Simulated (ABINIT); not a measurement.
## GaP (F-43m): G0W0 in ABINIT against the k mesh

Wanted: the cheapest k mesh that holds the gap of GaP (F-43m).

Program: ABINIT 10.8.3. Level of theory: PBE and many-body steps on it, plane waves. Results are calculated unless marked as measured.

## Step 1: Starting point

It takes space group F-43m (No. 216, cubic). The conventional cell has a = 5.450 Å, b = 5.450 Å, c = 5.450 Å, α = 90.00°, β = 90.00°, γ = 90.00°. Nearest to Ga lie 4 P at 2.36 Å. P has 4 Ga at 2.36 Å nearest. Farther neighbours are not listed.

Structure file:

```cif
data_structure
_symmetry_space_group_name_H-M 'F-43m'
_symmetry_Int_Tables_number 216
_cell_length_a 5.4505
_cell_length_b 5.4505
_cell_length_c 5.4505
_cell_angle_alpha 90.000
_cell_angle_beta 90.000
_cell_angle_gamma 90.000
_cell_volume 161.92
loop_
_atom_site_label
_atom_site_type_symbol
_atom_site_symmetry_multiplicity
_atom_site_Wyckoff_symbol
_atom_site_fract_x
_atom_site_fract_y
_atom_site_fract_z
_atom_site_occupancy
Ga1 Ga 4 a 0.00000 0.00000 0.00000 1
P1 P 4 d 0.25000 0.25000 0.75000 1
```

The cell and positions come from the Crystallography Open Database and are kept as given unless a step says otherwise.

## Step 2: Empty states on the mesh, 4×4×4 mesh, 108 bands

This step: ABINIT 10.8.3; DFT, PBE, plane waves, norm-conserving pseudopotentials.

The sums over transitions need many empty states on a uniform mesh; this step solves for them.

run.abi reads:

```
acell 3*1.0 Angstrom
rprim 
  0.000000000000 2.725250000000 2.725250000000
  2.725250000000 0.000000000000 2.725250000000
  2.725250000000 2.725250000000 0.000000000000
ntypat 2
znucl 31 15
natom 2
typat 1 2
xred 
  0.000000000000 0.000000000000 0.000000000000
  0.250000000000 0.250000000000 0.250000000000
pp_dirpath "pseudos"
pseudos "Ga.upf, P.upf"
ecut 36
ngkpt 4 4 4
nshiftk 1
shiftk 0 0 0
kptopt 1
chksymbreak 0
irdden 1
istwfk *1
nband 108
prtvol 0
optdriver 6
gwr_task "HDIAGO"
paral_kgb 0
occopt 1
indata_prefix "in"
outdata_prefix "out"
tmpdata_prefix "tmp"
```

On the command line:

```sh
$ OMP_NUM_THREADS=1 mpirun -n 4 abinit run.abi > log
```

Numbers of over 12 decimals in the logs are rounded to 6 here.

The program printed:

```text
.Version 10.8.3 of ABINIT. v10.8.2 released Aug 2026.

 Symmetries : space group F-4 3 m (#216); Bravais cF (face-center cubic)
[... echo of the input left out ...]
== DATASET  1 ==================================================================
-   mpi_nproc: 4, omp_nthreads: 1 (-1 if OMP is not activated)

--- !DatasetInfo
iteration_state: {dtset: 1, }
dimensions: {natom: 2, nkpt: 8, mband: 108, nsppol: 1, nspinor: 1, nspden: 1, mpw: 2832, }
cutoff_energies: {ecut:  36.0, pawecutdg:  -1.0, }
[...]
Indirect band gap semiconductor
 Fundamental gap:     1.653 (eV)
   VBM:     4.357 (eV) at k: [ 0.0000E+00,  0.0000E+00,  0.0000E+00]
   CBM:     6.010 (eV) at k: [ 5.0000E-01,  5.0000E-01,  0.0000E+00]
 Direct gap:         1.817 (eV) at k: [ 0.0000E+00,  0.0000E+00,  0.0000E+00]

== END DATASET(S) ==============================================================
================================================================================

 -outvars: echo values of variables after computation  --------
           etotal      0.0000000000E+00
            nband         108
             nkpt           8
          spgroup         216
 [... the other variables as echoed above ...]

 Calculation completed.
```

It took 40 s on 4 MPI ranks of Arm Neoverse V1, shared host; peak memory 1.9 GiB; 2.6 min of CPU time.

Numbers from this step:

```yaml
gap: 1.653 eV
k_of_the_valence_top: 0, 0, 0
k_of_the_conduction_bottom: 0.5, 0.5, 0
least_direct_gap: 1.817 eV
k_points_computed: 8
lowest_point_of_the_top_converged_band_above_the_valence_top: 88.9156 eV
```

On this mesh the gap is 1.653 eV.

The density comes from a self-consistent run that is not shown.

## Step 3: Empty states on the mesh, 2×2×2 mesh, 36 bands

run.abi: that of step 2 with these lines changed.

```diff
@@ -15,3 +15,3 @@
 ecut 36
-ngkpt 4 4 4
+ngkpt 2 2 2
 nshiftk 1
@@ -20,10 +20,10 @@
 chksymbreak 0
+iscf -2
 irdden 1
 istwfk *1
-nband 108
+nband 36
+nbdbuf 4
+tolwfr 1e-09
+nstep 60
 prtvol 0
-optdriver 6
-gwr_task "HDIAGO"
-paral_kgb 0
-occopt 1
 indata_prefix "in"
```

The program printed:

```text
.Version 10.8.3 of ABINIT. v10.8.2 released Aug 2026.

 Symmetries : space group F-4 3 m (#216); Bravais cF (face-center cubic)
[... echo of the input left out ...]
== DATASET  1 ==================================================================
-   mpi_nproc: 4, omp_nthreads: 1 (-1 if OMP is not activated)
-    --> not optimal distribution: autoparal keyword recommended in input file <--

--- !DatasetInfo
iteration_state: {dtset: 1, }
dimensions: {natom: 2, nkpt: 3, mband: 36, nsppol: 1, nspinor: 1, nspden: 1, mpw: 2824, }
cutoff_energies: {ecut:  36.0, pawecutdg:  -1.0, }
[...]
0.61777    0.61777    0.61777    0.74223    1.05012    1.05012    1.05012    1.15726
   1.15726    1.16059    1.16059    1.16059    1.25113    1.25113    1.25113    1.56198
   1.59224    1.59224    1.62637    1.62637
 prteigrs : prtvol=0 or 1, do not print more k-points.

== END DATASET(S) ==============================================================
================================================================================

 -outvars: echo values of variables after computation  --------
            nband          36
             nkpt           3
          spgroup         216
 [... the other variables as echoed above ...]

 Calculation completed.
```

The job ended after 4.9 s (4 MPI ranks; peak memory 0.24 GiB).

This step gave:

```
gap                                                           : 1.653 eV
k of the valence top                                          : 0, 0, 0
k of the conduction bottom                                    : 0.5, 0.5, 0
least direct gap                                              : 1.817 eV
k points computed                                             : 3
lowest point of the top converged band, above the valence top : 31.43 eV
```

On this mesh the gap is 1.653 eV.

## Step 4: Empty states on the mesh, 6×6×6 mesh, 36 bands

run.abi: that of step 3 with these lines changed.

```diff
@@ -15,3 +15,3 @@
 ecut 36
-ngkpt 2 2 2
+ngkpt 6 6 6
 nshiftk 1
```

The program printed:

```text
.Version 10.8.3 of ABINIT. v10.8.2 released Aug 2026.

 Symmetries : space group F-4 3 m (#216); Bravais cF (face-center cubic)
[... echo of the input left out ...]
== DATASET  1 ==================================================================
-   mpi_nproc: 4, omp_nthreads: 1 (-1 if OMP is not activated)

--- !DatasetInfo
iteration_state: {dtset: 1, }
dimensions: {natom: 2, nkpt: 16, mband: 36, nsppol: 1, nspinor: 1, nspden: 1, mpw: 2838, }
cutoff_energies: {ecut:  36.0, pawecutdg:  -1.0, }
[...]
0.61777    0.61777    0.61777    0.74223    1.05012    1.05012    1.05012    1.15726
   1.15726    1.16059    1.16059    1.16059    1.25113    1.25113    1.25113    1.56198
   1.59224    1.59224    1.62637    1.62637
 prteigrs : prtvol=0 or 1, do not print more k-points.

== END DATASET(S) ==============================================================
================================================================================

 -outvars: echo values of variables after computation  --------
            nband          36
             nkpt          16
          spgroup         216
 [... the other variables as echoed above ...]

 Calculation completed.
```

Run time: 11 s. Hardware: 4 MPI ranks; peak memory 0.27 GiB; 44 s of CPU time.

This step gave:

```
gap                                                           : 1.653 eV
k of the valence top                                          : 0, 0, 0
k of the conduction bottom                                    : 0.5, 0.5, 0
least direct gap                                              : 1.817 eV
k points computed                                             : 16
lowest point of the top converged band, above the valence top : 30.75 eV
```

On this mesh the gap is 1.653 eV.

## Step 5: Screening, 2×2×2 mesh, 32 bands, screening to 106.1 eV

The RPA dielectric matrix is built and inverted for each q.

This step: RPA screening on PBE, plane waves, norm-conserving pseudopotentials.

run.abi: that of step 4 with these lines changed.

```diff
@@ -15,3 +15,3 @@
 ecut 36
-ngkpt 6 6 6
+ngkpt 2 2 2
 nshiftk 1
@@ -20,10 +20,11 @@
 chksymbreak 0
-iscf -2
-irdden 1
 istwfk *1
-nband 36
-nbdbuf 4
-tolwfr 1e-09
-nstep 60
-prtvol 0
+occopt 1
+irdwfk 1
+optdriver 3
+nband 32
+ecuteps 3.9
+inclvkb 2
+awtr 1
+symchi 1
 indata_prefix "in"
```

The program printed:

```text
.Version 10.8.3 of ABINIT. v10.8.2 released Aug 2026.

 Symmetries : space group F-4 3 m (#216); Bravais cF (face-center cubic)
[... echo of the input left out ...]
== DATASET  1 ==================================================================
-   mpi_nproc: 4, omp_nthreads: 1 (-1 if OMP is not activated)

--- !DatasetInfo
iteration_state: {dtset: 1, }
dimensions: {natom: 2, nkpt: 3, mband: 32, nsppol: 1, nspinor: 1, nspden: 1, mpw: 2824, }
cutoff_energies: {ecut:  36.0, pawecutdg:  -1.0, }
electrons: {nelect:   1.80000000E+01, charge:   0.00000000E+00, occopt:   1.00000000E+00, tsmear:   1.00000000E-02, }

 SCREENING: Calculation of the susceptibility and dielectric matrices

 Based on a program developped by R.W. Godby, V. Olevano, G. Onida, and L. Reining.
 Incorporated in ABINIT by V. Olevano, G.-M. Rignanese, and M. Torrent.
.Using double precision arithmetic ; gwpc =  8

[... cell and pseudopotentials left out ...]
--------------------------------------------------------------------------------

 ==== K-mesh for the wavefunctions ====
 Number of points in the irreducible wedge :     3
[... list of points left out ...]
 Together with 24 symmetry operations and time-reversal symmetry
 yields     8 points in the full Brillouin Zone.

 ==== Q-mesh for the screening function ====
 Number of points in the irreducible wedge :     3
[... list of points left out ...]
 Together with 24 symmetry operations and time-reversal symmetry
 yields     8 points in the full Brillouin Zone.

 setmesh: FFT mesh size selected  =    25x   25x   25
          total number of points  =        15625

 vcoul_init : cutoff-mode = AUXILIARY_FUNCTION
 q-points for optical limit:   1
     1)      0.000010    0.000020    0.000030

- screening: taking advantage of time-reversal symmetry
- Maximum band index for partially occupied states nbvw = 9
- Remaining bands to be divided among processors   nbcw = 23
- Number of bands treated by each node ~5

 Number of electrons calculated from density =   18.0000; Expected =   18.0000
 average of density, n =  0.065891
 r_s =    1.5359
 omega_plasma =   24.7610 [eV]

 calculating chi0 at frequencies [eV] :
  1    0.000000E+00    0.000000E+00
  2    0.000000E+00    2.476105E+01

--------------------------------------------------------------------------------
  q-point number  1        q = ( 0.000000, 0.000000, 0.000000) [r.l.u.]
--------------------------------------------------------------------------------
[... chi0 elements left out ...]
 For q-point:  0.000010 0.000020 0.000030
  dielectric constant =  48.3278
  dielectric constant without local fields =  55.6878

  Average fulfillment of the sum rule on Im[epsilon] for q-point    1 :     30.86  [%]
[... wings left out ...]
  q-point number  2        q = ( 0.500000, 0.000000, 0.000000) [r.l.u.]
--------------------------------------------------------------------------------
[... chi0 elements left out ...]
  Average fulfillment of the sum rule on Im[epsilon] for q-point    2 :     40.36  [%]

 [... 1 further q-points ...]
```

Wall time 2.7 s (4 MPI ranks); peak memory 0.09 GiB; 10 s of CPU time.

This step gave:

```yaml
eps_infinity_with_local_fields_on_this_mesh_along_the_program_s_q_direction: 48.33
the_same_without_local_fields: 55.69
plasma_frequency: 24.76 eV
plane_waves_in_the_screening_matrix: 113
```

Local fields lower ε∞ by 13 %. On a Γ-centred mesh this coarse the value itself is usually too large, while a short band sum pulls it down.

## Step 6: 2×2×2

This step: G0W0 on PBE, plane waves, norm-conserving pseudopotentials.

run.abi: that of step 5 with these lines changed.

```diff
@@ -23,8 +23,17 @@
 irdwfk 1
-optdriver 3
+optdriver 4
 nband 32
+gwcalctyp 0
+ecutsigx 36
+symsigma 1
+nkptgw 2
+kptgw 
+  0.0000000000 0.0000000000 0.0000000000
+  0.5000000000 0.5000000000 0.0000000000
+bdgw 
+  7 13
+  8 11
 ecuteps 3.9
-inclvkb 2
-awtr 1
-symchi 1
+irdscr 1
+ppmodel 1
 indata_prefix "in"
```

The program printed:

```text
.Version 10.8.3 of ABINIT. v10.8.2 released Aug 2026.

 Symmetries : space group F-4 3 m (#216); Bravais cF (face-center cubic)
[... echo of the input left out ...]
== DATASET  1 ==================================================================
-   mpi_nproc: 4, omp_nthreads: 1 (-1 if OMP is not activated)

--- !DatasetInfo
iteration_state: {dtset: 1, }
dimensions: {natom: 2, nkpt: 3, mband: 32, nsppol: 1, nspinor: 1, nspden: 1, mpw: 2824, }
cutoff_energies: {ecut:  36.0, pawecutdg:  -1.0, }
electrons: {nelect:   1.80000000E+01, charge:   0.00000000E+00, occopt:   1.00000000E+00, tsmear:   1.00000000E-02, }

 SIGMA: Calculation of the GW corrections

 Based on a program developped by R.W. Godby, V. Olevano, G. Onida, and L. Reining.
 Incorporated in ABINIT by V. Olevano, G.-M. Rignanese, and M. Torrent.
.Using double precision arithmetic ; gwpc =  8

[... cell and pseudopotentials left out ...]
--------------------------------------------------------------------------------

 ==== K-mesh for the wavefunctions ====
 Number of points in the irreducible wedge :     3
[... list of points left out ...]
 Together with 24 symmetry operations and time-reversal symmetry
 yields     8 points in the full Brillouin Zone.

 ==== Q-mesh for screening function ====
 Number of points in the irreducible wedge :     3
[... list of points left out ...]
 Together with 24 symmetry operations and time-reversal symmetry
 yields     8 points in the full Brillouin Zone.

 vcoul_init : cutoff-mode = AUXILIARY_FUNCTION
 q-points for optical limit:   1
     1)      0.000010    0.000020    0.000030
 setmesh: FFT mesh size selected  =    40x   40x   40
          total number of points  =        64000

 Number of electrons calculated from density =   18.0000; Expected =   18.0000
 average of density, n =  0.065891
 r_s =    1.5359
 omega_plasma =   24.7610 [eV]

 === KS Band Gaps ===
  >>>> For spin  1
   Minimum direct gap =   1.8169 [eV], located at k-point      :   0.0000  0.0000  0.0000
   Fundamental gap    =   1.6526 [eV], Top of valence bands at :   0.0000  0.0000  0.0000
                                       Bottom of conduction at :   0.5000  0.5000  0.0000
 SIGMA fundamental parameters:
 PLASMON POLE MODEL  1
 number of plane-waves for SigmaX                 2741
 number of plane-waves for SigmaC and W            113
 number of plane-waves for wavefunctions          2741
 number of bands                                    32
 number of independent spin polarizations            1
 number of spinorial components                      1
 number of k-points in IBZ                           3
 number of q-points in IBZ                           3
 number of symmetry operations                      24
 number of k-points in BZ                            8
 number of q-points in BZ                            8
 number of frequencies for dSigma/dE                 9
 frequency step for dSigma/dE [eV]                0.25
 number of omega for Sigma on real axis              0
 max omega for Sigma on real axis  [eV]           0.00
 zcut for avoiding poles [eV]                     0.10

 EPSILON^-1 parameters (SCR file):
 dimension of the eps^-1 matrix on file            113
 dimension of the eps^-1 matrix used               113
 number of plane-waves for wavefunctions          2741
 number of bands                                    32
 number of q-points in IBZ                           3
 number of frequencies                               2
 number of real frequencies                          1
 number of imag frequencies                          1

 matrix elements of self-energy operator (all in [eV])

 Perturbative Calculation

--- !SelfEnergy_ee
iteration_state: {dtset: 1, }
kpoint     : [   0.000,    0.000,    0.000, ]
spin       : 1
KS_gap     :    1.817
QP_gap     :    2.409
Delta_QP_KS:    0.592
data: !SigmaeeData |
     Band     E0 <VxcDFT>   SigX SigC(E0)      Z dSigC/dE  Sig(E)    E-E0       E
        7   4.357 -12.971 -15.097   2.508   0.798  -0.253 -12.666   0.304   4.661
        8   4.357 -12.971 -15.097   2.508   0.798  -0.253 -12.666   0.304   4.661
        9   4.357 -12.971 -15.097   2.508   0.798  -0.253 -12.666   0.304   4.661
       10   6.174 -12.251  -6.950  -4.186   0.804  -0.244 -11.355   0.896   7.070
       11   8.244 -10.786  -6.171  -3.796   0.815  -0.226 -10.118   0.668   8.912
       12   8.244 -10.786  -6.171  -3.796   0.815  -0.226 -10.118   0.668   8.912
       13   8.244 -10.786  -6.171  -3.796   0.815  -0.226 -10.118   0.668   8.912

--- !SelfEnergy_ee
iteration_state: {dtset: 1, }
kpoint     : [   0.500,    0.500,    0.000, ]
spin       : 1
KS_gap     :    4.335
QP_gap     :    4.913
Delta_QP_KS:    0.578
data: !SigmaeeData |
     Band     E0 <VxcDFT>   SigX SigC(E0)      Z dSigC/dE  Sig(E)    E-E0       E
        8   1.674 -11.548 -14.426   2.793   0.797  -0.255 -11.616  -0.068   1.607
        9   1.674 -11.548 -14.426   2.793   0.797  -0.255 -11.616  -0.068   1.607
       10   6.010  -9.119  -4.718  -3.784   0.826  -0.210  -8.609   0.510   6.520
       11   6.179 -10.350  -5.610  -3.832   0.819  -0.220  -9.606   0.744   6.923

== END DATASET(S) ==============================================================
================================================================================

 -outvars: echo values of variables after computation  --------
           etotal      0.0000000000E+00
            nband          32
             nkpt           3
          spgroup         216
 [... the other variables as echoed above ...]

 Calculation completed.
```

The job ended after 2.8 s (4 MPI ranks; peak memory 0.1 GiB).

This step gave:

```yaml
g0w0_gap_on_the_points_computed: 1.859 eV
starting_gap_on_the_mesh: 1.653 eV
k_of_the_valence_top: 0, 0, 0
k_of_the_conduction_bottom: 0.5, 0.5, 0
z_at_the_valence_top: 0.798
z_at_the_conduction_bottom: 0.826
least_direct_g0w0_gap_on_the_computed_points: 2.409 eV
```

(Continued in part 2 of 2.)

[Paths, hosts, dates, memory and timing lines, banners, echoed tables and standing remarks are left out of the program output.]

[Logs are printed without paths, hosts, clocks, repeated set-up lines and the standing remarks that a program may print on its own settings, such as how far it seeks lower states.]

[Runs of the session that timed out or met a known fault of the program may be left out.]

[No measured gap is set beside runs whose start may be inverted or whose files or cutoffs have a known fault.]

[Hosts, paths, dates, database ids (printed as entryN), source tags and the programs' standing remarks are cut or masked in the printed files.]

[G0W0 gaps are taken among the corrected bands and points alone; a level outside them can change the order at an edge.]

[Where Ansatz stands beside ABINIT at settings called matched, ABINIT's density can come from a denser mesh and the files from another edition; pairs whose starting gaps differed by over 0.03 eV were left out, so agreement reads better than it is.]
